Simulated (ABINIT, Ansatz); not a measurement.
# BaAlSiH (P3m1): G0W0 on several meshes in ABINIT, part 2 of 2

How does the mesh move the gap of BaAlSiH (P3m1)?

ABINIT 10.8.3; LDA and many-body steps on it, plane waves. Known limits of the many-body steps: not at the basis limit; no spin-orbit coupling; coarse k mesh.

So far. Step 4 (3×3×2): The gap on the mesh goes from 1.07 eV to 1.46 eV, a correction of +0.39 eV. Step 5 (Empty states on the mesh, 3×3×4 mesh, 96 bands): On this mesh the gap is 0.860 eV.

**7. 3×3×4**

This step: G0W0 on LDA, plane waves, norm-conserving pseudopotentials.

The input, run.abi:

```
acell 3*1.0 Angstrom
rprim 
  4.334227520372 0.000000000006 0.000000000000
  -2.167113760192 3.753551138421 0.000000000000
  0.000000000000 0.000000000000 5.262552000000
ntypat 4
znucl 56 13 14 1
natom 4
typat 1 2 3 4
xred 
  0.000000000000 0.000000000000 0.000436000000
  0.666666666667 0.333333333333 0.465248000000
  0.333333333333 0.666666666667 0.542307000000
  0.666666666667 0.333333333333 0.134910000000
pp_dirpath "pseudos"
pseudos "Ba.upf, Al.upf, Si.upf, H.upf"
ecut 31
ngkpt 3 3 4
nshiftk 1
shiftk 0 0 0
kptopt 1
chksymbreak 0
istwfk *1
occopt 1
irdwfk 1
optdriver 4
nband 88
gwcalctyp 0
ecutsigx 31
symsigma 1
nkptgw 3
kptgw 
  0.0000000000 0.0000000000 0.5000000000
  -0.3333333333 0.0000000000 0.2500000000
  0.0000000000 0.0000000000 0.0000000000
bdgw 
  7 12
  8 11
  8 12
ecuteps 4.2
irdscr 1
ppmodel 1
indata_prefix "in"
outdata_prefix "out"
tmpdata_prefix "tmp"
```

Run with:

```
> OMP_NUM_THREADS=1 mpirun -n 4 abinit run.abi > log
```

Numbers of over 12 decimals in the logs are rounded to 6 here.

What it wrote:

```text
.Version 10.8.3 of ABINIT. v10.8.2 released Aug 2026.

 Symmetries : space group P3 m 1 (#156); Bravais hP (primitive hexag.)
[... echo of the input left out ...]
== DATASET  1 ==================================================================
-   mpi_nproc: 4, omp_nthreads: 1 (-1 if OMP is not activated)

--- !DatasetInfo
iteration_state: {dtset: 1, }
dimensions: {natom: 4, nkpt: 10, mband: 88, nsppol: 1, nspinor: 1, nspden: 1, mpw: 4806, }
cutoff_energies: {ecut:  31.0, pawecutdg:  -1.0, }
electrons: {nelect:   1.80000000E+01, charge:   0.00000000E+00, occopt:   1.00000000E+00, tsmear:   1.00000000E-02, }

 SIGMA: Calculation of the GW corrections

 Based on a program developped by R.W. Godby, V. Olevano, G. Onida, and L. Reining.
 Incorporated in ABINIT by V. Olevano, G.-M. Rignanese, and M. Torrent.
.Using double precision arithmetic ; gwpc =  8

[... cell and pseudopotentials left out ...]
--------------------------------------------------------------------------------

 ==== K-mesh for the wavefunctions ====
 Number of points in the irreducible wedge :    10
[... list of points left out ...]
 Together with  6 symmetry operations and time-reversal symmetry
 yields    36 points in the full Brillouin Zone.

 ==== Q-mesh for screening function ====
 Number of points in the irreducible wedge :    10
[... list of points left out ...]
 Together with  6 symmetry operations and time-reversal symmetry
 yields    36 points in the full Brillouin Zone.

 vcoul_init : cutoff-mode = AUXILIARY_FUNCTION
 q-points for optical limit:   1
     1)      0.000010    0.000020    0.000030
 setmesh: FFT mesh size selected  =    36x   36x   50
          total number of points  =        64800

 Number of electrons calculated from density =   18.0000; Expected =   18.0000
[...]
number of plane-waves for wavefunctions          4747
 number of bands                                    88
 number of q-points in IBZ                          10
 number of frequencies                               2
 number of real frequencies                          1
 number of imag frequencies                          1

 matrix elements of self-energy operator (all in [eV])

 Perturbative Calculation

--- !SelfEnergy_ee
iteration_state: {dtset: 1, }
kpoint     : [   0.000,    0.000,    0.500, ]
spin       : 1
KS_gap     :    1.647
QP_gap     :    2.074
Delta_QP_KS:    0.427
data: !SigmaeeData |
     Band     E0 <VxcDFT>   SigX SigC(E0)      Z dSigC/dE  Sig(E)    E-E0       E
        7   4.948 -10.183 -11.715   1.112   0.756  -0.323 -10.501  -0.317   4.631
        8   4.948 -10.183 -11.715   1.112   0.756  -0.323 -10.501  -0.317   4.631
        9   5.087  -9.997 -11.080   0.825   0.758  -0.320 -10.193  -0.195   4.891
[...]
--- !SelfEnergy_ee
iteration_state: {dtset: 1, }
kpoint     : [  -0.333,    0.000,    0.250, ]
spin       : 1
KS_gap     :    1.272
QP_gap     :    1.690
Delta_QP_KS:    0.418
data: !SigmaeeData |
     Band     E0 <VxcDFT>   SigX SigC(E0)      Z dSigC/dE  Sig(E)    E-E0       E
[...]
--- !SelfEnergy_ee
iteration_state: {dtset: 1, }
kpoint     : [   0.000,    0.000,    0.000, ]
spin       : 1
KS_gap     :    1.727
QP_gap     :    2.174
Delta_QP_KS:    0.447
data: !SigmaeeData |
     Band     E0 <VxcDFT>   SigX SigC(E0)      Z dSigC/dE  Sig(E)    E-E0       E
[...]
11   8.191  -9.395  -4.905  -4.071   0.769  -0.301  -9.072   0.322   8.513
       12   8.191  -9.395  -4.905  -4.071   0.769  -0.301  -9.072   0.322   8.513

== END DATASET(S) ==============================================================
================================================================================

 -outvars: echo values of variables after computation  --------
           etotal      0.0000000000E+00
            nband          88
             nkpt          10
          spgroup         156
 [... the other variables as echoed above ...]

 Calculation completed.
```

It took 13 s on 4 MPI ranks of Intel Xeon Platinum 8488C (Sapphire Rapids), shared host; peak memory 0.8 GiB; 53 s of CPU time.

Numbers from this step:

- G0W0 gap on the points computed: 1.319 eV
- starting gap on the mesh: 0.8604 eV
- k of the valence top: 0, 0, 0.5
- k of the conduction bottom: -0.3333, 0, 0.25
- Z at the valence top: 0.758
- Z at the conduction bottom: 0.777
- least direct G0W0 gap on the computed points: 1.690 eV

Against G0W0 in ABINIT (3×3×2 mesh, 88 bands, screening to 114.3 eV, Godby-Needs plasmon pole), the gap moves by −0.145 eV.

**8. The runs together**

Times are wall times on 4 MPI ranks of Intel Xeon Platinum 8488C (Sapphire Rapids), shared host, good to a factor of about two. A run's time includes the screening step that it read.

```
  run   mesh  bands  screening cutoff (eV)  DFT gap (eV)  gap on the mesh (eV)  direct (eV)  ε∞ used  time
3×3×2  3×3×2     88                  114.3         1.072                 1.464        1.954    22.19  19 s
3×3×4  3×3×4     88                  114.3         0.860                 1.319        1.690    22.65  35 s
```

**9. Outcome**

```yaml
3x3x2: 1.464 eV
3x3x4: 1.319 eV
known_limits: not at the basis limit; no spin-orbit coupling; coarse k mesh
```

In words: 3×3×4: −0.145 eV against 3×3×2, −0.212 eV of it in the start. Bands and cutoff are finite, so the gap is not at the basis limit. The miss can reach some tenths of an eV and take either sign; the mesh is an error of its own. In the G0W0 runs levels were corrected at 3 k points alone, so a gap called «on the mesh» is the least over those, and an edge elsewhere would be missed. A denser mesh or path gives a starting gap of 0.66 eV: the GW mesh misses a band edge, so its gaps are not the fundamental one. The 3×3×2 mesh is coarse for this cell, which bears on the long-range parts of exchange and screening. The many-body steps are scalar-relativistic: spin-orbit coupling is not in them.

[Paths, hosts, dates, memory and timing lines, banners, echoed tables and standing remarks are left out of the program output.]

[Logs are printed without paths, hosts, clocks, repeated set-up lines and the standing remarks that a program may print on its own settings, such as how far it seeks lower states.]

[Runs of the session that timed out or met a known fault of the program may be left out.]

[Hosts, paths, dates, database ids (printed as entryN), source tags and the programs' standing remarks are cut or masked in the printed files.]

[G0W0 gaps are taken among the corrected bands and points alone; a level outside them can change the order at an edge.]

[Where Ansatz stands beside ABINIT at settings called matched, ABINIT's density can come from a denser mesh and the files from another edition; pairs whose starting gaps differed by over 0.03 eV were left out, so agreement reads better than it is.]
